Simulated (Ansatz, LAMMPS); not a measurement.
# Structural relaxation of a frame of liquid mixture of dimethyl sulfoxide and H2O from 300 K (89 atoms), part 2 of 2

Aim: bring a frame of liquid mixture of dimethyl sulfoxide and H2O from 300 K (89 atoms) to a nearby minimum of the energy and see what moves.

Ansatz 0.2.0; Kohn-Sham DFT, PBE+D4, PAW (set soft_2), plane waves.

The cell: 16 C, 8 S, 11 O and 54 H. The network of contacts between molecules at the start is that of the classical potential that made the cell. The density was typed from a rule of thumb and may lie off the real one at this temperature. Sampling is at Γ alone, for a cell whose shortest periodic width is 10 Å.

So far, density (g/cm³): step 5 (local order after relaxation) 1.09.

### Step 6. Single point at the relaxed geometry

The electronic structure is read at the final geometry, in a run of its own.

The input, input.yaml:

```yaml
crystal:
  lattice:
    - [10.1107, 0.0, 0.0]
    - [0.0, 10.1107, 0.0]
    - [0.0, 0.0, 10.1107]
  atoms:
    - { symbol: C, position: [0.38251, 0.1438, 0.54893] }
    - { symbol: S, position: [0.31156, 0.3087, 0.55126] }
    - { symbol: C, position: [0.18951, 0.28192, 0.42306] }
    - { symbol: O, position: [0.23762, 0.32187, 0.68139] }
    - { symbol: H, position: [0.42953, 0.12672, 0.45269] }
    - { symbol: H, position: [0.30463, 0.07022, 0.566] }
    - { symbol: H, position: [0.45794, 0.14074, 0.6267] }
    - { symbol: H, position: [0.12017, 0.3649, 0.43132] }
[... 77 atom lines left out ...]
    - { symbol: H, position: [0.00211, 0.90351, 0.4525] }
    - { symbol: O, position: [0.69905, 0.82293, 0.13804] }
    - { symbol: H, position: [0.63418, 0.88079, 0.09326] }
    - { symbol: H, position: [0.69766, 0.73763, 0.09055] }
kpoints:
  mp_grid: { grid: [1, 1, 1] }
hamiltonian:
  xc: pbe
  dispersion: d4
scf:
  occupations: { method: fixed }
output:
  forces: true
  stress: true
  populations: true
  dos:
    method: { smearing: { sigma: 0.08 } }
    de: 0.1
    projected: { site_lists: { C: [C], H: [H], O: [O], S: [S] } }
  eigenvalues: true
  write_density: true
  write_potential: true
  volumetric_format: npy
  elf: true
```

The run is started by

```sh
ansatz run input.yaml --threads 4 --pin off --max-ram 8192MiB --backend cpu --events-out ev --progress --plain --runs-dir out
```

Wall time 8.1 s (4 threads of Arm Neoverse V2, shared host); peak memory 1 GiB; 30 s of CPU time.

The program notes that the exchange-correlation potential is rough where the density is thin.

The run gave:

```
free energy                                      : -18338.3511 eV
free energy per atom                             : -206.0489 eV/atom
SCF cycles                                       : 10
pressure                                         : -0.3078 GPa
r.m.s. force component                           : 0.00331 eV/Å
longest force                                    : 0.02213 eV/Å
Fermi energy                                     : -0.3362 eV
gap (highest filled to lowest empty level) : 4.356 eV
spilling of the projection                       : 0.01775
```

Löwdin charges by element and coordination (they lack the spilled electrons, 0.046 e an atom on average):

```
element  coordination  atoms  mean charge (e)  spread   least    most
      C           all     16           -0.592  0.0044  -0.598  -0.584
      H           all     54            0.233  0.0532   0.182   0.384
      O           all     11           -0.766  0.0257  -0.791  -0.706
      O             1      8           -0.779  0.0093  -0.791  -0.766
      O             2      3           -0.732  0.0239  -0.763  -0.706
      S           all      8             1.18  0.0077    1.17    1.19
```

States in the cell by windows of 1 eV, zero at the Fermi level; the larger projections on atomic orbitals stand beside the total:

```
from (eV)  to (eV)  total   C p   O p  H s  S p  C s
      -18      -15    0.0   0.0   0.0  0.0  0.0  0.0
      -15      -14   15.9   0.7   0.0  2.7  2.1  5.3
      -14      -13    0.1   0.0   0.0  0.0  0.0  0.0
      -13      -12   15.5   0.1   0.1  5.0  1.8  8.3
      -12      -11    0.5   0.0   0.0  0.2  0.1  0.3
      -11      -10    0.0   0.0   0.0  0.0  0.0  0.0
      -10       -9   16.0   2.8   1.0  3.4  0.5  2.7
       -9       -8    0.0   0.0   0.0  0.0  0.0  0.0
       -8       -7    2.3   0.1   1.4  0.6  0.1  0.0
       -7       -6   21.7   8.3   4.0  5.0  3.4  0.1
       -6       -5   35.3  15.9   4.1  7.7  5.9  0.2
       -5       -4   34.8  15.9   6.0  9.0  2.6  0.0
       -4       -3   25.9   6.8   8.0  4.7  5.0  0.0
       -3       -2    4.0   0.4   2.5  0.3  0.5  0.0
       -2       -1   19.7   2.7  15.5  0.4  0.1  0.3
       -1        0   16.9   1.4  10.4  0.6  2.9  0.2
        0        1    1.4   0.1   0.8  0.0  0.3  0.0
        1        4    0.0   0.0   0.0  0.0  0.0  0.0
        4        5   18.5   1.6   1.6  2.8  6.0  1.5
```

The curve was stored every 0.100 eV, coarse against its broadening of 0.08 eV, so these counts are rough.

With fixed occupations the program's Fermi level is the highest filled level; weight inside the gap is the broadening of levels at its edges.

Between -21 and -18 eV lie 22 more states.

The levels nearest the highest filled one (over half full), pooled over k-points and spins:

```
level less the highest filled one (eV)  occupation
                                -0.467           2
                                -0.396           2
                                -0.334           2
                                -0.229           2
                                -0.113           2
                                     0           2
                                  4.36           0
                                  4.40           0
                                  4.49           0
                                  4.60           0
                                  4.63           0
                                  4.72           0
```

Electrostatic potential energy in the bc plane at fractional x = 0.315, with atoms of S and H and O and C within 0.2 Å of it. With pseudopotentials it is smooth inside the atoms' cores, unlike the true potential.

Ten even steps from '_' (-38 eV) to '@' (6 eV), each cell a mean:
```
==**..____==%%@@@@@@@@@@@@@@@@@@@@@@@@@@@@@@@@@@@@%%++--
%%##==__..**%%@@@@@@@@@@@@@@@@@@@@@@@@@@@@@@@@@@@@@@%%%%
@@@@%%==::##@@@@@@@@@@@@@@@@@@@@@@@@@@@@@@@@@@@@@@@@@@@@
@@@@%%==..##@@@@@@@@@@@@@@@@@@@@@@@@@@@@@@@@@@@@@@@@@@@@
@@@@@@%%%%@@@@@@@@@@@@@@@@@@@@@@@@@@@@@@@@@@@@@@@@@@@@@@
@@@@@@@@@@@@@@@@@@@@@@@@@@@@@@@@@@@@@@@@@@@@@@@@@@@@@@@@
@@@@@@@@@@@@@@@@@@@@@@@@@@@@@@@@@@@@@@@@@@@@@@@@@@@@@@@@
@@@@@@@@@@@@@@@@%%%%@@@@@@@@@@@@@@@@@@@@@@@@@@@@@@@@@@@@
@@@@%%@@@@%%%%**++++##%%@@@@@@@@@@@@@@@@@@@@@@@@@@@@@@@@
%%++--**####**..____::##@@@@@@@@@@@@@@@@@@@@@@@@@@@@@@@@
%%--..++**##++__....__**@@@@@@@@@@@@@@@@@@@@@@@@@@@@@@@@
@@%%########**..____::##@@@@@@@@@@@@@@@@@@@@@@@@@@@@@@@@
@@@@@@@@%%%%%%**====##%%@@@@@@@@@@@@@@@@@@##%%@@@@@@@@@@
@@@@@@@@@@@@@@%%%%%%@@@@@@@@@@@@@@@@@@@@##--==@@@@@@@@@@
@@@@@@@@@@@@@@@@@@@@@@@@@@@@@@@@@@@@@@@@@@**##@@@@@@@@@@
@@@@@@@@@@@@@@@@@@@@@@@@@@@@@@@@@@@@@@@@@@@@@@@@@@@@@@@@
@@@@@@@@@@@@@@@@@@@@@@@@@@@@@@@@@@@@@@@@@@@@@@@@@@@@@@@@
**##**%%@@@@@@@@@@@@@@@@@@@@@@@@@@@@@@@@@@@@@@@@%%####**
__====##@@@@@@@@@@@@@@%%%%@@@@@@@@@@@@@@@@@@@@@@%%##::__
__==##%%@@@@@@@@@@@@##....==%%%%@@@@@@@@@@@@@@@@@@##..__
--##%%@@@@@@@@@@@@@@==____..**##%%%%@@@@@@@@@@@@@@%%++::
**%%%%@@@@@@@@@@@@@@%%::..==++++##%%@@@@@@@@@@@@@@%%##++
--**%%%%%%++++%%@@@@@@@@%%##**++##%%@@@@@@@@@@@@@@##--..
..++++::::::--%%@@@@@@@@@@%%%%%%%%@@@@@@@@@@@@@@@@**::__
```
Columns run along b (10.1 Å; values clipped at the 3rd and 97th percentile), rows up along c (10.1 Å). Atoms in or near the plane, at fractional coordinates: S at (0.31, 0.55), H at (0.07, 0.57), O at (0.42, 0.14), C at (0.98, 0.19), C at (0.13, 0.96), H at (0.14, 0.86), H at (0.21, 0.02).

Valence density in the bc plane at fractional x = 0.315, with atoms of S and H and O and C within 0.2 Å of it. It is the smooth field of the valence electrons, not physical close to the nuclei.

Ten steps, logarithmic in the rise over the least value, from '_' (0.0 e/Å³) to '@' (6.4 e/Å³), each cell a mean:
```
++****####**==::..________..::::::....________..--==++++
====**####++--..________________..______________..----==
::--++**##++::..__________________________________......
__..--++**==::__________________________________________
____..::--::..____..____________________________________
________..__....::::::..________________________________
____________..--====--::..______....____________________
____........::==++++==::..______............____________
..::----::::--==****++--..__________........____________
::++**++++==++++++**++==::____________......____________
::++##**++++****==++**==::..__________........__________
..--++++++==++++++****==::..________....------::..______
__..::--------==++++==--..__________..--++**++==::______
____........::------::..____________..--**####==::______
____________..::::::..______________..--++**++==::______
____________..::::....______________....::----::....____
::::::..______......__________________............::::::
++++==--..________....::::....________________..--==++++
##****==..________..--++++==::....____________..--++**##
##**++--..______..--**%%@@##==--::..__________..--++**##
**++--::..______..--##@@@@%%**==--::..__________::==++**
++==--::::::::....--++%%%%##++++==--..__________::--++**
++++======++++--....--==++++++++==--::..______..::==++++
********####**--..__....::----==--::..________..--++**++
```
Columns run along b (10.1 Å), rows up along c (10.1 Å). Atoms in or near the plane, at fractional coordinates: S at (0.31, 0.55), H at (0.07, 0.57), O at (0.42, 0.14), C at (0.98, 0.19), C at (0.13, 0.96), H at (0.14, 0.86), H at (0.21, 0.02).

Mean Löwdin charges: C -0.59, H +0.23, O -0.77, S +1.18 e (they miss 1.8 % of the electrons, so they add up to more than the cell's charge). The largest share in the top eV of filled states is O p (63 % of the projected weight), and in the lowest eV of empty states S p (42 % of the projected weight).

A closer look about S32, one of the 8 S atoms: 10 atoms, nearest first, numbered in the order of the input, with positions taken from that point.

```
atom      x      y      z  distance (Å)  bonds  Löwdin charge (e)
 S32   0.00   0.00   0.00          0.00      3               1.19
 O34  -0.91   1.22  -0.07          1.52      1              -0.77
 C33  -0.90  -1.25   0.94          1.80      4              -0.59
 C31   1.27   0.38   1.23          1.81      4              -0.60
 H35   1.93   1.11   0.75          2.36      1               0.23
 H38  -0.19  -2.04   1.20          2.38      1               0.21
 H39  -1.69  -1.65   0.29          2.38      1               0.24
 H36   1.82  -0.55   1.44          2.39      1               0.21
 H40  -1.33  -0.79   1.83          2.40      1               0.19
 H37   0.80   0.78   2.13          2.40      1               0.20
```

The column of bonds counts only the pairs H-C within 1.34 Å, H-O within 1.21 Å, C-S within 2.21 Å, O-S within 1.93 Å; other neighbours, such as metal atoms beside each other in a compound, aren't counted, and periodic images can show an atom twice.

### Step 7. Other settings

Changed here: basis.ecutwfc = "25.7 Ry", scf.algorithm = "direct_min" and total_charge = -1.

input.yaml: that of step 6 with these lines changed.

```diff
@@ -6,3 +6,3 @@
   atoms:
-    [... the 89 atom lines of step 6 ...]
+    [... the 89 atom lines of step 3 ...]
 kpoints:
@@ -14,2 +14,3 @@
   occupations: { method: fixed }
+  algorithm: direct_min
 output:
@@ -23,5 +24,4 @@
   eigenvalues: true
-  write_density: true
-  write_potential: true
-  volumetric_format: npy
-  elf: true
+basis:
+  ecutwfc: "25.7 Ry"
+total_charge: -1
```

Wall time 0.04 s (4 threads); peak memory 0.072 GiB.

The program refused the input before any cycle.

The program's message: “Error: inconsistent input (scf.occupations.method, magnetization): a σ = 0 step fill (method: fixed, or a smearing width below the step floor) cannot realise an odd electron count (233) without a lock …”

Runs without a result: basis.ecutwfc = "25.7 Ry", scf.algorithm = "direct_min" and total_charge = -1 (refused).

### Step 8. Results

| Item | Value |
| --- | --- |
| energy change in the relaxation | -44.02 meV/atom |
| r.m.s. displacement | 0.85 Å |
| largest displacement | 1.575 Å |
| free energy per atom | -206.0489 eV/atom |
| pressure | -0.3078 GPa |
| r.m.s. force component | 0.00331 eV/Å |
| gap (highest filled to lowest empty level) | 4.356 eV |
| wall time of the 3 DFT runs | 3.4 min |

What this shows: Relaxation lowers the energy by 44.0 meV/atom and moves atoms by 0.85 Å r.m.s.; the r.m.s. force component goes from 0.74 to 0.0033 eV/Å, the pressure goes from 0.23 to -0.31 GPa, and the gap from 3.59 to 4.36 eV. By the final cutoffs no bond was broken or made. First to last step the energy falls by 3.918 eV; the largest move, 1.58 Å, is that of H48. The O-S bonds change most in mean length: from 1.502 Å (spread 0.025) to 1.521 Å (spread 0.005). Counting bonds as in the table, all C atoms have 4, all H atoms have 1, 73 % of O atoms have 1 and all S atoms have 3 bonded neighbours. Between filled and empty levels lie 4.36 eV (at Γ alone); a semilocal functional tends to put such gaps too low. In a disordered cell it changes from sample to sample and from frame to frame.

What to keep in mind: The network of contacts between molecules at the start is that of the classical potential that made the cell; in DFT atoms moved by 0.85 Å r.m.s.

[Logs are printed without paths, hosts, clocks, repeated set-up lines and the standing remarks that a program may print on its own settings, such as how far it seeks lower states.]

[Hosts, paths, dates, database ids (printed as entryN), source tags and the programs' standing remarks are cut or masked in the printed files.]
